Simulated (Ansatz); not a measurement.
In doubt: one-shot GW on d or f shells is unsure, so the values of those runs are not to be relied on.

KBaCeBiO6 (F-43m), computed twice by G0W0.

```
K Ba Ce Bi O
1.0
     0.00000    4.36398    4.36398
     4.36398    0.00000    4.36398
     4.36398    4.36398    0.00000
K Ba Ce Bi O
1 1 1 1 6
Cartesian
  6.5460 6.5460 6.5460
  2.1820 2.1820 2.1820
  4.3640 4.3640 4.3640
  0.0000 0.0000 0.0000
  2.1413 4.3640 4.3640
  6.5867 4.3640 4.3640
  4.3640 4.3640 6.5867
  4.3640 4.3640 2.1413
  4.3640 2.1413 4.3640
  4.3640 6.5867 4.3640
```

The cell and positions are those that the Materials Project relaxed with its own functionals (PBE, PBE+U or r2SCAN), kept fixed. Spin-orbit coupling is left out unless a run names it.

The first (Ansatz 0.2.0; start PBE, 4×4×4 mesh, 423 empty bands, screening to 108 eV, PAW set soft_1 files; 1 × NVIDIA H100 80GB HBM3 (shared by 6 runs) with 2 threads of AMD EPYC 7R13 (Zen 3), shared host) gave, on its mesh: starting gap 1.58 eV, G0W0 gap 2.76 eV, RPA ε∞ (mean) 5.56, 52 s.

Question: The second changes mesh from 4×4×4 to 2×2×2. What does it give?

It gave: starting gap 1.56 eV, G0W0 gap 2.77 eV, RPA ε∞ (mean) 6.12, 14 s. The G0W0 gap moves by +0.004 eV, −0.01 eV from the start and +0.02 eV from the correction. Σc changes by +0.09 eV at the valence top and −0.32 eV at the conduction bottom, and Σx − Vxc between them by +0.43 eV.

Limits: not at the basis limit; f levels unsure; no spin polarisation; f levels unsure; no spin-orbit coupling; coarse k mesh.

[Paths, hosts, dates, memory and timing lines, banners, echoed tables and standing remarks are left out of the program output.]

[Logs are printed without paths, hosts, clocks, repeated set-up lines and the standing remarks that a program may print on its own settings, such as how far it seeks lower states.]

[Runs of the session that timed out or met a known fault of the program may be left out.]

[Cells called generated may have been cut or substituted from an entry of the Crystallography Open Database or the Materials Project.]

[Hosts, paths, dates, database ids (printed as entryN), source tags and the programs' standing remarks are cut or masked in the printed files.]
